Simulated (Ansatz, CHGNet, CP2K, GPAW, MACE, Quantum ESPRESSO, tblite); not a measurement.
**Ge(111) slab, H on both faces (54 atoms) in tblite**

How near does tblite come to plane waves for Ge(111) slab, H on both faces (54 atoms)?

Calculated with tblite 0.8.0; the method is named at each step.

## (1) Set-up

The cell holds 54 atoms: 36 Ge and 18 H. Its edges and angles: a = 12.002 Å, b = 12.002 Å, c = 19.143 Å, α = 90.0°, β = 90.0°, γ = 120.0°. It derives from Ge (diamond-structure). Diamond-structure Ge (a = 5.658 Å), (111) slab of 4 atomic planes, 3 x 3 surface cells, H on the broken bonds of both faces, 12 Å of vacuum; displaced by a Gaussian of 0.02 Å. Then every atom was moved at random, 0.02 Å r.m.s. a Cartesian component (hydrogen 0.6 of that). Regions: slab, 36 atoms (36 Ge); hydrogen, 18 atoms (18 H). Vacuum lies along c.

The yardstick, on the same geometry:

- method: Kohn-Sham DFT, PBE, SSSP efficiency 1.3.0 pseudopotentials, plane waves (Quantum ESPRESSO 7.5); sssp-pbe-1.3.0-efficiency, cutoffs 45/360 Ry, Γ point
- r.m.s. force component: 0.5361 eV/Å
- longest force: 2.246 eV/Å
- gap (highest filled to lowest empty level): 0.6927 eV
- time: 3.2 min on 4 MPI ranks of Arm Neoverse V2, shared host
- CPU time: 13 min

## (2) GFN1-xTB

Method: GFN1-xTB tight binding, diagonalisation.

Input file run.py:

```python
import numpy as np
from ase.io import read
from tblite.ase import TBLite

atoms = read("structure.xyz")
atoms.calc = TBLite(method="GFN1-xTB", electronic_temperature=580, accuracy=1.0, max_iterations=250, mixer_damping=0.4, verbosity=1)
energy = atoms.get_potential_energy()
forces = atoms.get_forces()
print(f"energy {energy:.6f} eV")
print("forces (eV/A)")
for i, (a, f) in enumerate(zip(atoms, forces)):
    print(f"{i:4d} {a.symbol:2s} {f[0]:10.5f} {f[1]:10.5f} {f[2]:10.5f}")
print("charges (e)")
print(np.array2string(atoms.get_charges(), precision=4, suppress_small=True, max_line_width=110, threshold=100000))
```

Input file structure.xyz:

```xyz
54
Lattice="12.00243 0.00000 0.00000 -6.00122 10.39441 0.00000 0.00000 0.00000 19.14331" Properties=species:S:1:pos:R:3 pbc="T T T"
Ge -0.02875 9.23845 8.30207
Ge 8.02044 0.03378 7.53117
Ge -2.01551 8.09423 11.66268
Ge 0.04813 9.21090 10.77558
Ge 1.97824 5.76557 8.38841
Ge 4.02963 6.94066 7.54802
Ge 0.02148 4.58872 11.60984
Ge 2.01070 5.83968 10.81061
Ge 3.99470 9.26069 8.35337
Ge -5.98952 10.38620 7.49518
Ge 2.04017 8.08124 11.57213
Ge 4.00899 9.23471 10.77730
Ge 4.01079 2.30039 8.35510
Ge 6.02192 3.42506 7.53462
Ge 2.01941 1.18663 11.60965
Ge 4.03984 2.27648 10.78170
Ge 5.95764 5.75143 8.32600
Ge 8.00964 6.88786 7.49173
Ge 4.03960 4.66678 11.59721
Ge 6.00325 5.77409 10.79281
Ge -3.97617 9.23523 8.38381
Ge -2.01419 10.37352 7.53385
Ge 6.02162 8.09932 11.59740
Ge -3.99627 9.21101 10.78381
Ge 7.97537 2.34269 8.34457
Ge 9.96964 3.49574 7.51796
Ge 6.01952 1.14785 11.63798
Ge 8.04169 2.28459 10.75318
Ge -2.00843 5.78439 8.32849
Ge 0.01170 6.94399 7.52830
Ge 7.99188 4.61439 11.60640
Ge -1.98256 5.75850 10.78726
Ge -0.07394 2.34893 8.37864
Ge 2.02313 3.42808 7.50456
Ge 10.00883 1.17519 11.67589
Ge -0.01386 2.26796 10.77041
H 1.99414 10.39389 5.98133
H -1.97530 8.11751 13.13403
H 3.99122 6.90698 5.99722
H -0.02215 4.64932 13.14897
H 11.96528 0.00967 6.02593
H 1.99060 8.07708 13.16141
H 6.02564 3.43296 5.97654
H 1.99072 1.11324 13.13901
H 7.97027 6.88266 5.98343
H 4.01475 4.63248 13.15433
H 4.01049 0.02869 5.98707
H 6.00583 8.10691 13.15701
H -1.98040 3.47485 6.05579
H 6.00890 1.17103 13.13576
H -0.03631 6.90948 5.99147
H 8.02344 4.59734 13.17711
H 1.99408 3.51144 5.97769
H 9.98992 1.14099 13.12944
```

The run is started by

```bash
> OMP_NUM_THREADS=1 python run.py > output.txt
```

Log:

```text
------------------------------------------------------------
  cycle        total energy    energy error   density error
------------------------------------------------------------
      1     -67.45465369364  -6.7619852E+01   3.9150332E-01
      2     -69.11983584393  -1.6651822E+00   2.5509835E-01
      3     -68.96078580884   1.5905004E-01   1.8358726E-01
      4     -68.86506915390   9.5716655E-02   1.7822869E-01
      5     -67.21487946668   1.6501897E+00   1.9226795E-01
      6     -70.22552764096  -3.0106482E+00   2.1575797E-02
      7     -70.18856618301   3.6961458E-02   2.9077948E-02
      8     -70.25709507499  -6.8528892E-02   8.2889714E-03
      9     -70.26338045983  -6.2853848E-03   3.0807434E-03
     10     -70.26319598364   1.8447619E-04   3.5474201E-03
     11     -70.26385557923  -6.5959559E-04   8.3457592E-04
     12     -70.26387710191  -2.1522676E-05   4.7497555E-04
     13     -70.26387963696  -2.5350476E-06   4.5598948E-04
     14     -70.26389339016  -1.3753200E-05   9.5941655E-05
     15     -70.26389311464   2.7551687E-07   1.1242502E-04
     16     -70.26389375801  -6.4337249E-07   3.7122477E-05
     17     -70.26389380805  -5.0040427E-08   1.9915880E-05
------------------------------------------------------------
 total:                                   1.390 sec
energy -1911.977938 eV
forces (eV/A)
   0 Ge    0.48628    0.17629   -0.23394
   1 Ge   -0.34535   -0.12059    0.45884
   2 Ge    0.38082   -0.25158   -1.73952
   3 Ge   -0.54552    0.19028    0.48484
   4 Ge    0.41238   -0.07691   -0.84172
   5 Ge   -0.69922    0.02499    0.44780
   6 Ge    0.04506    0.11567   -0.67365
   7 Ge   -0.03610   -0.88128    0.49274
   8 Ge    0.28661   -0.05422   -0.70269
   9 Ge   -0.04129    0.26927    1.87553
  10 Ge   -0.11519    0.39388    0.21438
  11 Ge    0.22956    0.40636    0.69985
  12 Ge    0.06214   -0.26199   -0.64085
  13 Ge   -0.59148    0.36619    0.23910
  14 Ge   -0.04107   -0.43483   -0.82750
  15 Ge   -0.09788    0.56467    0.71635
  16 Ge    0.64178   -0.10310   -0.33077
  17 Ge   -0.38884    0.28358    1.10934
  18 Ge   -0.44385   -0.47407   -0.40989
  19 Ge    0.26612    0.27849    0.30879
  20 Ge   -0.32168   -0.36475   -1.04934
  21 Ge   -0.02672    0.28972    0.41201
  22 Ge   -0.21561   -0.20022   -0.37960
  23 Ge    0.14929    0.56539    0.87334
[...]
46 H    -0.04426   -0.04536    0.02936
  47 H     0.01518    0.00595   -0.15025
  48 H     0.04636   -0.04273   -1.14535
  49 H    -0.00734    0.01909    0.56998
  50 H     0.04601   -0.00577   -0.09222
  51 H    -0.03221    0.00167   -0.23666
  52 H     0.01103   -0.02335   -0.15856
  53 H    -0.02761    0.02231    1.28686
charges (e)
[-0.029   0.0667  0.053  -0.0474 -0.0496  0.0663  0.0635 -0.0283 -0.0293  0.0471  0.0866 -0.0396 -0.0325
  0.0773  0.0629 -0.0284 -0.0328  0.0559  0.0634 -0.0308 -0.0282  0.0689  0.0729 -0.0315 -0.0208  0.0548
  0.0618 -0.0418 -0.0358  0.0706  0.0682 -0.0401 -0.0389  0.0741  0.0593 -0.021  -0.0359 -0.0231 -0.0358
 -0.0348 -0.0233 -0.0408 -0.0353 -0.0318 -0.0287 -0.0369 -0.0347 -0.0353 -0.0251 -0.0265 -0.0343 -0.0367
 -0.0291 -0.0193]
```

Wall time 1.9 s (1 thread of Arm Neoverse V2, shared host); peak memory 0.16 GiB.

Banners, paths, timers and routine set-up lines are dropped from the logs unmarked, and long logs keep their key lines alone; longer cuts are marked.

Numbers from this run, and their distance from the reference:

```
r.m.s. force component                  : 0.5128 eV/Å
r.m.s. difference of force components   : 163.9 meV/Å
longest difference of force vectors     : 520.2 meV/Å
force difference over r.m.s. force      : 30.57 %
slope of forces against the reference's : 0.9109
correlation of force components         : 0.9521
```

Length of the force difference by element (eV/Å):

```
element  atoms  mean  most
     Ge     36  0.30  0.52
      H     18  0.16  0.40
```

The surroundings of Ge35, which bears the longest force, nearest first, numbered as they follow in the input and with coordinates relative to it.

```
atom      x      y      z  distance (Å)  bonds  Mulliken charge (e)     Fx     Fy  Fz (eV/Å)
Ge35   0.00   0.00   0.00          0.00      4                 0.06   0.00  -0.39      -2.00
 H54  -0.02  -0.03   1.45          1.45      1                -0.02  -0.03   0.02       1.29
Ge36   1.98   1.09  -0.91          2.44      4                -0.02   0.18   0.26       0.98
Ge28  -1.97   1.11  -0.92          2.44      4                -0.04  -0.33   0.23       0.97
Ge12   0.00  -2.33  -0.90          2.50      4                -0.04   0.23   0.41       0.70
 Ge7   2.02   3.41  -0.07          3.96      4                 0.06   0.05   0.12      -0.67
Ge31  -2.02   3.44  -0.07          3.99      4                 0.07   0.21  -0.18      -0.42
Ge27  -3.99  -0.03  -0.04          3.99      4                 0.06   0.28  -0.26      -1.30
Ge33   1.92   1.17  -3.30          3.99      4                -0.04   0.52  -0.40      -1.12
Ge11  -1.97  -3.49  -0.10          4.01      4                 0.09  -0.12   0.39       0.21
Ge23   2.01  -3.47  -0.08          4.01      4                 0.07  -0.22  -0.20      -0.38
Ge15   4.01   0.01  -0.07          4.01      4                 0.06  -0.04  -0.43      -0.83
 Ge9  -0.01  -2.31  -3.32          4.05      4                -0.03   0.29  -0.05      -0.70
Ge25  -2.03   1.17  -3.33          4.07      4                -0.02   0.55  -0.31      -0.58
```

Atoms are counted from 1 here, from 0 in the log.

Forces lie 31 % from the reference's, at 0.0024 times its CPU time (on 1 against 4 cores).

## (3) Summary of results

```yaml
force_difference_from_the_reference: tblite GFN1-xTB, 31 %
its_cpu_time: 1.9 s
```

What this shows: Tight binding differs by 31 % (tblite GFN1-xTB); it is another model, with fitted parameters of its own, and the xTB methods hold dispersion. One electronic-structure run takes under half the reference's CPU time: tblite GFN1-xTB, at 31 % in 1.9 s against 13 min. Periodic xTB results under one method name differ between programs and library versions. The electronic-structure runs sample only Γ, in a cell whose shortest periodic width is 10 Å.

[Also dropped from logs without a mark: logging warnings of Python, and SIESTA's first energy breakdown and zero terms.]

[Logs are printed without paths, hosts, clocks, repeated set-up lines and the standing remarks that a program may print on its own settings, such as how far it seeks lower states.]

[Hosts, paths, dates, database ids (printed as entryN), source tags and the programs' standing remarks are cut or masked in the printed files.]
